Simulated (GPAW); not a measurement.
# Quasiparticle gap of BaTiO3 (P4mm) in GPAW

Aim: the G0W0 gap of BaTiO3 (P4mm) on PBE, step by step.

Method: PBE and many-body steps on it, plane waves, in GPAW 26.7.0.

The database entry behind the starting cell differs from later determinations by our own check (c/a about 0.6 % short), so it need not match the best structure at ambient conditions.

### 1. Starting point

Symmetry: P4mm, No. 99, tetragonal system. Conventional cell: a = 4.000 Å, b = 4.000 Å, c = 4.018 Å, α = 90.00°, β = 90.00°, γ = 90.00°. Nearest to Ba lie 12 O at 2.79 to 2.88 Å. Nearest to Ti lie 6 O at 1.89 to 2.13 Å. O has 2 Ti at 1.89 to 2.13 Å and 4 Ba at 2.83 Å nearest. O has 2 Ti at 2.00 Å and 4 Ba at 2.79 to 2.88 Å nearest. Farther neighbours and most contacts between anions are not listed.

The cell and positions come from the Crystallography Open Database and are kept as given unless a step says otherwise. Spin-orbit coupling is left out unless a step names it.

### 2. Ground state

This step: GPAW 26.7.0; DFT, PBE, plane waves, PAW.

The ground-state density comes first.

File run.py:

```python
import json
import numpy as np
from gpaw.mpi import world
from ase import Atoms
from gpaw import GPAW, PW, FermiDirac

atoms = Atoms(['Ba', 'Ti', 'O', 'O', 'O'],
    cell=[[3.9998000000, 0.0000000000, 0.0000000000],
      [0.0000000000, 3.9998000000, 0.0000000000],
      [0.0000000000, 0.0000000000, 4.0180000000]],
    scaled_positions=[[0.0000000000, 0.0000000000, 0.0000000000],
      [0.5000000000, 0.5000000000, 0.4900000000],
      [0.5000000000, 0.5000000000, 0.0190000000],
      [0.5000000000, 0.0000000000, 0.5170000000],
      [0.0000000000, 0.5000000000, 0.5170000000]],
    pbc=(True, True, True))
calc = GPAW(mode=PW(600),
    xc='PBE',
    kpts={'size': (6, 6, 6), 'gamma': True},
    occupations=FermiDirac(0.001),
    nbands=-8,
    convergence={'density': 1e-6, 'bands': -3},
    maxiter=100,
    txt='gs.txt')
atoms.calc = calc
res = {'energy': atoms.get_potential_energy()}
kpts = calc.get_ibz_k_points()
res['kpts'] = kpts
res['eigenvalues'] = [calc.get_eigenvalues(kpt=k) for k in range(len(kpts))]
res['n_electrons'] = calc.get_number_of_electrons()
calc.write('gs.gpw')

if world.rank == 0:
    with open('result.json', 'w') as f:
        json.dump(res, f, default=lambda x: x.tolist())
```

On the command line:

```sh
$ mpirun -n 4 gpaw python run.py
```

Numbers of over 12 decimals in the logs are rounded to 6 here.

Log:

```text
__  _  _
 | _ |_)|_||  |
 |__||  | ||/\| - 26.7.0

Input parameters:
  mode=PW(ecut=600.0),
  convergence={'density': 1e-06, 'bands': -3},
  kpts=MonkhorstPack(size=(6, 6, 6), gamma=True),
  maxiter=100,
  nbands=-8,
  occupations=Occupations(name='fermi-dirac', width=0.001, fixmagmom=False),
  xc=XC(name='PBE')
  [... matrices ...]
Diagonalizing LCAO Hamiltonian
Converting LCAO to pw mode
   .---------.
  /|         |
 * |         |
 |O|         |
 | |  OTi    |
 | .---------.
 |/    O    /
 Ba--------*

Atoms  # Å, Bohr magnetons
|   | symbol |        x |        y |        z |    initial magnetic moments |
| 0 |     Ba | 0.000000 | 0.000000 | 0.000000 | ( 0.0000,  0.0000,  0.0000) |
| 1 |     Ti | 1.999900 | 1.999900 | 1.968820 | ( 0.0000,  0.0000,  0.0000) |
| 2 |      O | 1.999900 | 1.999900 | 0.076342 | ( 0.0000,  0.0000,  0.0000) |
| 3 |      O | 1.999900 | 0.000000 | 2.077306 | ( 0.0000,  0.0000,  0.0000) |
| 4 |      O | 0.000000 | 1.999900 | 2.077306 | ( 0.0000,  0.0000,  0.0000) |

Unit cell  # Å
| periodic |        x |        y |        z |  lengths |    angles |
|      yes | 3.999800 | 0.000000 | 0.000000 | 3.999800 | 90.000000 |
|      yes | 0.000000 | 3.999800 | 0.000000 | 3.999800 | 90.000000 |
|      yes | 0.000000 | 0.000000 | 4.018000 | 4.018000 | 90.000000 |

Number of symmetries: 8
Symmetry operations  # r_c * U_cc + t_c -> r_c
|   | kind |            matrix            |
| 0 |  E   |  1, 0, 0,  0, 1, 0,  0, 0, 1 |
| 1 |  σ   |  1, 0, 0,  0,-1, 0,  0, 0, 1 |
| 2 |  σ   |  0, 1, 0,  1, 0, 0,  0, 0, 1 |
| 3 |  C4  |  0, 1, 0, -1, 0, 0,  0, 0, 1 |
| 4 |  C4  |  0,-1, 0,  1, 0, 0,  0, 0, 1 |
| 5 |  σ   |  0,-1, 0, -1, 0, 0,  0, 0, 1 |
| 6 |  σ   | -1, 0, 0,  0, 1, 0,  0, 0, 1 |
| 7 |  C2  | -1, 0, 0,  0,-1, 0,  0, 0, 1 |

BZ-sampling:
  Number of BZ points: 216
  Number of IBZ points: 40

  Monkhorst-Pack size: [6, 6, 6]
  Monkhorst-Pack shift: [0.083333, 0.083333, 0.083333]

K-points  # in reciprocal-cell coordinates
|     |                                coordinates |     weight |
|   0 | (  0.00000000,   0.00000000,   0.00000000) | 0.00462963 |
|   1 | (  0.00000000,   0.00000000,   0.16666667) | 0.00925926 |
|   2 | (  0.00000000,   0.00000000,   0.33333333) | 0.00925926 |
|   3 | (  0.00000000,   0.00000000,   0.50000000) | 0.00462963 |
|   4 | (  0.16666667,   0.00000000,   0.00000000) | 0.01851852 |
|   5 | (  0.16666667,   0.00000000,   0.16666667) | 0.03703704 |
|   6 | (  0.16666667,   0.00000000,   0.33333333) | 0.03703704 |
|   7 | (  0.16666667,   0.00000000,   0.50000000) | 0.01851852 |
|   8 | (  0.16666667,   0.16666667,   0.00000000) | 0.01851852 |
|   9 | (  0.16666667,   0.16666667,   0.16666667) | 0.03703704 |
| ... |                                            |            |
|  39 | (  0.50000000,   0.50000000,   0.50000000) | 0.00462963 |

Plane wave coefficients: 2176
Cutoff: 600.0 eV

Spin-components: 1 (collinear spins)
Bands:           28
Projectors:      27
Spin-degeneracy: 2
Datatype:        complex128

  Storage: CPU
  Wave functions: 37_721_600 bytes (9_430_400 per core)
  Projectors: 41_763_200 bytes (10_440_800 per core)
  [... matrices ...]
Parallelization:
  kpt:    4
  domain: 1
  band:   1

Density:
  Valence electrons: 40.0
  Components: 1
  Grid points: [24 24 24]
  Charge: 0.0  # |e|

Potential:
  Grid points: [24 24 24]

species:
  Ba:
    name:    Barium
    Z:       56.0
    valence: 10
    core:    46
    charge:  0.0  # [|e|]
    compensation charges:
      type: gauss
      rc: 0.37  # [Å]
      lmax: 2
    cutoffs:
      filter: 2.06  # [Å]
      core: 2.33  # [Å]
    projectors
    | kind |    occ | energy [eV] | rcut [Å] |
    |   5s |  2.000 |     -33.644 |    1.164 |
    |   6s |  2.000 |      -3.229 |    1.164 |
    |   5p |  6.000 |     -18.744 |    1.164 |
    |    p |        |       0.000 |    1.164 |
    |    d |        |       0.000 |    1.164 |
    |    d |        |      27.211 |    1.164 |

    Using partial waves for Ba as LCAO basis

  Ti:
    name:    Titanium
    Z:       22.0
    valence: 12
    core:    10
    charge:  0.0  # [|e|]
    compensation charges:
      type: gauss
      rc: 0.38  # [Å]
      lmax: 2
    cutoffs:
      filter: 2.23  # [Å]
      core: 1.02  # [Å]
    projectors
    | kind |    occ | energy [eV] | rcut [Å] |
    |   3s |  2.000 |     -62.623 |    1.270 |
    |   4s |  2.000 |      -4.466 |    1.270 |
    |   3p |  6.000 |     -38.862 |    1.058 |
    |   4p |  0.000 |      -1.466 |    1.058 |
    |   3d |  2.000 |      -4.258 |    1.058 |
    |    d |        |      22.953 |    1.058 |

    Using partial waves for Ti as LCAO basis

  O:
    name:    Oxygen
    Z:       8.0
    valence: 6
    core:    2
    charge:  0.0  # [|e|]
    compensation charges:
      type: gauss
      rc: 0.21  # [Å]
      lmax: 2
    cutoffs:
      filter: 1.17  # [Å]
      core: 0.83  # [Å]
    projectors
    | kind |    occ | energy [eV] | rcut [Å] |
    |   2s |  2.000 |     -23.961 |    0.688 |
    |   2p |  4.000 |      -9.029 |    0.598 |
    |    s |        |       3.251 |    0.688 |
    |    p |        |      18.182 |    0.598 |
    |    d |        |       0.000 |    0.619 |

    Using partial waves for O as LCAO basis

Reference energy: -250624.413696  # eV

eigensolver:
  PPCG
  Converge bands: -3
  niter=2

density mixing:
  MSR1-Mixer
  Pratt-step length: 0.05
  Maximum mixing coefficient: 0.75
  Old densities: 10
  SVD Regularization: 0.005
  Good broyden scale: 1.0
  Trust region scale: 1.0
  Backstep threshold: 4.0
  History deletion threshold: 6.0
  Fourier metric: weight=20.0, sigma=0.015

occupation numbers:
  Fermi-Dirac:
    width: 0.0010  # eV

poisson solver:
  ecut: 4800.0  # eV

xc functional:
  name: PBE with 2 nearest neighbor stencil

Initialization done in: 2.768 s

convergence criteria:
- Maximum integral of absolute [dens]ity change: 1e-06 electrons / valence electron
- Maximum [total energy] change in last 3 cyles: 0.0005 eV / valence electron
- Maximum integral of absolute [eigenst]ate change: 4e-08 eV^2 / valence electron
maximum number of iterations: 100

SCF iterations
|iter     |     time |      energy | eigst |  dens |
|iter:   1|  |  -44.620265 | +0.56 |       |
|iter:   2|  |  -42.829929 | -0.52 | -0.87 |
|iter:   3|  |  -39.534511 | +0.09 | -0.94 |
|iter:   4|  |  -39.279864 | -0.94 | -1.42 |
|iter:   5|  |  -39.234593 | -1.69 | -1.63 |
|iter:   6|  |  -39.242007 | -3.02 | -1.97 |
|iter:   7|  |  -39.241770c| -3.69 | -2.70 |
|iter:   8|  |  -39.241676c| -4.00 | -2.99 |
|iter:   9|  |  -39.241683c| -5.66 | -3.49 |
|iter:  10|  |  -39.241685c| -5.92 | -3.91 |
|iter:  11|  |  -39.241684c| -7.08 | -4.56 |
|iter:  12|  |  -39.241684c| -7.45c| -5.19 |
|iter:  13|  |  -39.241684c| -7.95c| -5.92 |
|iter:  14|  |  -39.241684c| -8.73c| -6.54c|

Converged in 14 steps
SCF loop duration: 22.347 s (1.596 s/step)
Energy contributions relative to reference atoms: (reference = -250624.413696)
  [... matrices ...]
Energy contributions:
  Kinetic:          43.292384
  Coulomb:         -45.362044
  Zero:              0.576932
  External:          0.000000
  Xc:              -37.748957
  Entropy:          -0.000000
  Spinorbit:         0.000000
  ----------------------------
  Free energy:     -39.241684
  Extrapolated:    -39.241684

dipole moment: (-35.430332, -35.430332, -33.896635)  # |e|*Ang

Fermi level: 8.555
Eigenvalues  # (at kpt = [0.000, 0.000, 0.000])
| band index |      eig [eV] | occ [0-2] |
|          0 |       -48.863 |     2.000 |
|        ... |               |           |
|         12 |         5.362 |     2.000 |
|         13 |         5.362 |     2.000 |
|         14 |         6.445 |     2.000 |
|         15 |         6.445 |     2.000 |
|         16 |         6.537 |     2.000 |
|         17 |         7.383 |     2.000 |
|         18 |         7.398 |     2.000 |
|         19 |         7.398 |     2.000 |
|         20 |         9.489 |     0.000 |
|         21 |         9.702 |     0.000 |
|         22 |         9.702 |     0.000 |
|         23 |        11.684 |     0.000 |
|         24 |        11.779 |     0.000 |
|         25 |        12.696 |     0.000 |
|         26 |        12.761 |     0.000 |
|         27 |        15.010 |     0.000 |

Gap: 1.813 eV
Transition (v -> c):
  (s=0, k=39, n=19, [0.50, 0.50, 0.50]) -> (s=0, k=0, n=20, [0.00, 0.00, 0.00])
Direct/indirect transitions are different
Direct gap: 2.091 eV
Transition at: (s=0, k=0, n=19, [0.00, 0.00, 0.00])
# Writing to gs.gpw (mode='')
  [... matrices ...]
```

Wall time 28 s (4 MPI ranks of Arm Neoverse N1, shared host); peak memory 0.76 GiB; 1.8 min of CPU time.

Numbers from this step:

| Property | Result |
| --- | --- |
| total energy | -39.24 eV |
| gap | 1.813 eV |
| k of the valence top | 0.5, 0.5, 0.5 |
| k of the conduction bottom | 0, 0, 0 |
| least direct gap | 2.091 eV |

The gap is indirect, with the least direct gap 0.28 eV higher.

### 3. Bands along the symmetry lines

Levels along a band path, at the cheap level, show where the edges lie and whether the meshes to come will hold them.

File run.py:

```python
import json
import numpy as np
from gpaw.mpi import world
from gpaw import GPAW

path = [[0.000000, 0.000000, 0.000000],
    [0.000000, 0.062500, 0.000000],
    [0.000000, 0.125000, 0.000000],
    [0.000000, 0.187500, 0.000000],
    [0.000000, 0.250000, 0.000000],
    [0.000000, 0.312500, 0.000000],
    [0.000000, 0.375000, 0.000000],
    [0.000000, 0.437500, 0.000000],
    [0.000000, 0.500000, 0.000000],
    [0.062500, 0.500000, 0.000000],
    [0.125000, 0.500000, 0.000000],
    [0.187500, 0.500000, 0.000000],
    [0.250000, 0.500000, 0.000000],
    [0.312500, 0.500000, 0.000000],
    [0.375000, 0.500000, 0.000000],
    [0.437500, 0.500000, 0.000000],
    [0.500000, 0.500000, 0.000000],
    [0.437500, 0.437500, 0.000000],
    [0.375000, 0.375000, 0.000000],
    [0.312500, 0.312500, 0.000000],
    [0.250000, 0.250000, 0.000000],
    [0.187500, 0.187500, 0.000000],
    [0.125000, 0.125000, 0.000000],
    [0.062500, 0.062500, 0.000000],
    [0.000000, 0.000000, 0.000000],
    [0.000000, 0.000000, 0.062500],
    [0.000000, 0.000000, 0.125000],
    [0.000000, 0.000000, 0.187500],
    [0.000000, 0.000000, 0.250000],
    [0.000000, 0.000000, 0.312500],
    [0.000000, 0.000000, 0.375000],
    [0.000000, 0.000000, 0.437500],
    [0.000000, 0.000000, 0.500000],
    [0.000000, 0.062500, 0.500000],
    [0.000000, 0.125000, 0.500000],
    [0.000000, 0.187500, 0.500000],
    [0.000000, 0.250000, 0.500000],
    [0.000000, 0.312500, 0.500000],
    [0.000000, 0.375000, 0.500000],
    [0.000000, 0.437500, 0.500000],
    [0.000000, 0.500000, 0.500000],
    [0.062500, 0.500000, 0.500000],
    [0.125000, 0.500000, 0.500000],
    [0.187500, 0.500000, 0.500000],
    [0.250000, 0.500000, 0.500000],
    [0.312500, 0.500000, 0.500000],
    [0.375000, 0.500000, 0.500000],
    [0.437500, 0.500000, 0.500000],
    [0.500000, 0.500000, 0.500000],
    [0.437500, 0.437500, 0.500000],
    [0.375000, 0.375000, 0.500000],
    [0.312500, 0.312500, 0.500000],
    [0.250000, 0.250000, 0.500000],
    [0.187500, 0.187500, 0.500000],
    [0.125000, 0.125000, 0.500000],
    [0.062500, 0.062500, 0.500000],
    [0.000000, 0.000000, 0.500000],
    [0.000000, 0.500000, 0.000000],
    [0.000000, 0.500000, 0.062500],
    [0.000000, 0.500000, 0.125000],
    [0.000000, 0.500000, 0.187500],
    [0.000000, 0.500000, 0.250000],
    [0.000000, 0.500000, 0.312500],
    [0.000000, 0.500000, 0.375000],
    [0.000000, 0.500000, 0.437500],
    [0.000000, 0.500000, 0.500000],
    [0.500000, 0.500000, 0.000000],
    [0.500000, 0.500000, 0.062500],
    [0.500000, 0.500000, 0.125000],
    [0.500000, 0.500000, 0.187500],
    [0.500000, 0.500000, 0.250000],
    [0.500000, 0.500000, 0.312500],
    [0.500000, 0.500000, 0.375000],
    [0.500000, 0.500000, 0.437500],
    [0.500000, 0.500000, 0.500000]]
calc = GPAW('gs.gpw').fixed_density(kpts=path,
    symmetry='off',
    nbands=30,
    convergence={'bands': 26},
    txt='bands.txt')
res = {}
kpts = calc.get_ibz_k_points()
res['kpts'] = kpts
res['eigenvalues'] = [calc.get_eigenvalues(kpt=k) for k in range(len(kpts))]
res['n_electrons'] = calc.get_number_of_electrons()

if world.rank == 0:
    with open('result.json', 'w') as f:
        json.dump(res, f, default=lambda x: x.tolist())
```

On the command line:

```sh
$ mpirun -n 4 gpaw python run.py
```

Log:

```text
Diagonalizing LCAO Hamiltonian
Converting LCAO to pw mode
convergence criteria:
- Maximum integral of absolute [eigenst]ate change: 4e-08 eV^2 / valence electron
maximum number of iterations: 100

SCF iterations
|iter     |     time |      energy | eigst |  dens |
|iter:   1|  |             | +0.78 |       |
|iter:   2|  |             | -0.69 |       |
|iter:   3|  |             | -1.77 |       |
[...]
|iter:   7|  |             | -6.55 |       |
|iter:   8|  |             | -7.38 |       |
|iter:   9|  |             | -8.11c|       |
SCF steps: 9
  __  _  _
 | _ |_)|_||  |
 |__||  | ||/\| - 26.7.0

Input parameters:
  mode=PW(ecut=600.0),
  convergence={'bands': 26},
  gpts=array([24, 24, 24]),
  kpts=KPoints(kpts=array([[0.    , 0.    , 0.    ],
         [0.    , 0.0625, 0.    ],
         [0.    , 0.125 , 0.    ],
         [0.    , 0.1875, 0.    ],
         [0.    , 0.25  , 0.    ],
         [0.    , 0.3125, 0.    ],
         [0.    , 0.375 , 0.    ],
[...]
[0.0625, 0.5   , 0.    ],
[...]
[0.1875, 0.5   , 0.    ],
[...]
[0.3125, 0.5   , 0.    ],
[...]
[0.4375, 0.4375, 0.    ],
[...]
[0.3125, 0.3125, 0.    ],
[...]
[0.1875, 0.1875, 0.    ],
[...]
[0.    , 0.    , 0.0625],
[...]
[0.    , 0.    , 0.1875],
[...]
[0.    , 0.    , 0.3125],
[...]
[0.    , 0.3125, 0.5   ],
[...]
[0.    , 0.4375, 0.5   ],
[...]
[0.3125, 0.5   , 0.5   ],
[...]
[0.4375, 0.5   , 0.5   ],
[...]
[0.1875, 0.1875, 0.5   ],
[...]
[0.0625, 0.0625, 0.5   ],
[...]
[0.5   , 0.5   , 0.25  ],
         [0.5   , 0.5   , 0.3125],
         [0.5   , 0.5   , 0.375 ],
         [0.5   , 0.5   , 0.4375],
         [0.5   , 0.5   , 0.5   ]])),
  maxiter=100,
  nbands=30,
  occupations=Occupations(name='fermi-dirac', width=0.001, fixmagmom=False),
  parallel={},
  symmetry=Symmetry(point_group=False, time_reversal=False),
  xc=XC(name='PBE')
```

Run time: 32 s. Hardware: 4 MPI ranks; peak memory 0.88 GiB; 2.1 min of CPU time.

This step gave:

```
gap                        : 1.813 eV
k of the valence top       : 0.5, 0.5, 0.5
k of the conduction bottom : 0, 0, 0
least direct gap           : 2.091 eV
```

The gap is 1.813 eV, as in the run before at this level.

The electronic bands at the labelled points (eV, zero at the top of the highest filled band):

| point | band 17 | band 18 | band 19 | band 20 | band 21 | band 22 | band 23 | band 24 |
| --- | --- | --- | --- | --- | --- | --- | --- | --- |
| Γ | -1.14 | -0.29 | -0.28 | -0.28 | 1.81 | 2.03 | 2.03 | 4.01 |
| halfway | -1.53 | -1.23 | -0.66 | -0.56 | 2.09 | 2.76 | 2.78 | 4.08 |
| X | -1.82 | -1.72 | -0.93 | -0.83 | 2.16 | 3.53 | 3.56 | 4.07 |
| halfway | -1.50 | -1.46 | -1.07 | -0.50 | 2.83 | 3.56 | 3.67 | 4.65 |
| M | -1.75 | -0.97 | -0.97 | -0.08 | 3.57 | 3.57 | 3.97 | 4.73 |
| halfway | -1.72 | -1.09 | -0.90 | -0.49 | 2.70 | 2.89 | 3.11 | 4.60 |
| Γ | -1.14 | -0.29 | -0.28 | -0.28 | 1.81 | 2.03 | 2.03 | 4.01 |
| halfway | -1.57 | -1.27 | -0.50 | -0.50 | 1.89 | 2.86 | 2.86 | 4.01 |
| Z | -1.93 | -1.93 | -0.69 | -0.69 | 1.97 | 3.59 | 3.59 | 4.01 |
| halfway | -1.41 | -1.27 | -1.10 | -0.58 | 2.82 | 3.59 | 3.66 | 4.67 |
| R | -1.71 | -0.90 | -0.88 | -0.16 | 3.55 | 3.60 | 3.96 | 4.85 |
| halfway | -2.47 | -0.57 | -0.52 | -0.12 | 3.85 | 3.85 | 4.08 | 6.20 |
| A | -2.40 | -0.08 | -0.08 | 0.00 | 4.20 | 4.20 | 4.20 | 6.57 |
| halfway | -2.16 | -0.89 | -0.66 | -0.57 | 3.31 | 3.74 | 3.77 | 5.91 |
| Z | -1.93 | -1.93 | -0.69 | -0.69 | 1.97 | 3.59 | 3.59 | 4.01 |
| jump to X | -1.82 | -1.72 | -0.93 | -0.83 | 2.16 | 3.53 | 3.56 | 4.07 |
| halfway | -1.39 | -1.38 | -1.16 | -0.57 | 2.92 | 3.54 | 3.67 | 4.69 |
| R | -1.71 | -0.90 | -0.88 | -0.16 | 3.55 | 3.60 | 3.96 | 4.85 |
| jump to M | -1.75 | -0.97 | -0.97 | -0.08 | 3.57 | 3.57 | 3.97 | 4.73 |
| halfway | -2.50 | -0.61 | -0.61 | -0.04 | 3.86 | 3.86 | 4.08 | 6.09 |
| A | -2.40 | -0.08 | -0.08 | 0.00 | 4.20 | 4.20 | 4.20 | 6.57 |

### 4. Empty states on the mesh, 4×4×4 mesh, 278 bands

The sums over transitions need many empty states on a uniform mesh; this step solves for them.

File run.py:

```python
import json
import numpy as np
from gpaw.mpi import world
from gpaw import GPAW

calc = GPAW('gs.gpw').fixed_density(kpts={'size': (4, 4, 4), 'gamma': True},
    parallel={'domain': 1, 'band': 1},
    txt='nscf.txt')
calc.diagonalize_full_hamiltonian(nbands=278)
calc.write('full.gpw', mode='all')
res = {}
kpts = calc.get_ibz_k_points()
res['kpts'] = kpts
res['eigenvalues'] = [calc.get_eigenvalues(kpt=k) for k in range(len(kpts))]
res['n_electrons'] = calc.get_number_of_electrons()

if world.rank == 0:
    with open('result.json', 'w') as f:
        json.dump(res, f, default=lambda x: x.tolist())
```

On the command line:

```sh
$ mpirun -n 4 gpaw python run.py
```

Log:

```text
Diagonalizing LCAO Hamiltonian
Converting LCAO to pw mode
convergence criteria:
- Maximum integral of absolute [eigenst]ate change: 4e-08 eV^2 / valence electron
maximum number of iterations: 100

SCF iterations
|iter     |     time |      energy | eigst |  dens |
|iter:   1|  |             | +0.48 |       |
|iter:   2|  |             | -1.34 |       |
|iter:   3|  |             | -2.46 |       |
[...]
|iter:   7|  |             | -6.40 |       |
|iter:   8|  |             | -7.14 |       |
|iter:   9|  |             | -7.68c|       |
SCF steps: 9
  __  _  _
 | _ |_)|_||  |
 |__||  | ||/\| - 26.7.0

Input parameters:
  mode=PW(ecut=600.0),
  convergence={'density': 1e-06, 'bands': -3},
  gpts=array([24, 24, 24]),
  kpts=MonkhorstPack(size=(4, 4, 4), gamma=True),
  maxiter=100,
  nbands=28,
  occupations=Occupations(name='fermi-dirac', width=0.001, fixmagmom=False),
  parallel={'domain': 1, 'band': 1},
  xc=XC(name='PBE')
Matrix size: 2136x2136
# Writing to full.gpw (mode='all')
  [... matrices ...]

timing:  # [seconds]
  Total: 78.651  # ━━━━━━━━━━━━━━━━━━━━━━━━━━━━━━━━━━━━━━━━━━━━━━━━━━━━━━━━━━
```

Run time: 90 s. Hardware: 4 MPI ranks; peak memory 2.3 GiB; 6 min of CPU time.

This step gave:

```
gap                                                           : 1.813 eV
k of the valence top                                          : 0.5, 0.5, 0.5
k of the conduction bottom                                    : 0, 0, 0
least direct gap                                              : 2.091 eV
k points computed                                             : 18
lowest point of the top converged band, above the valence top : 130.1232 eV
```

On this mesh the gap is 1.813 eV.

(Part 1 of 2 ends here.)

[Paths, hosts, dates, memory and timing lines, banners, echoed tables and standing remarks are left out of the program output.]

[Logs are printed without paths, hosts, clocks, repeated set-up lines and the standing remarks that a program may print on its own settings, such as how far it seeks lower states.]

[Runs of the session that timed out or met a known fault of the program may be left out.]

[Hosts, paths, dates, database ids (printed as entryN), source tags and the programs' standing remarks are cut or masked in the printed files.]
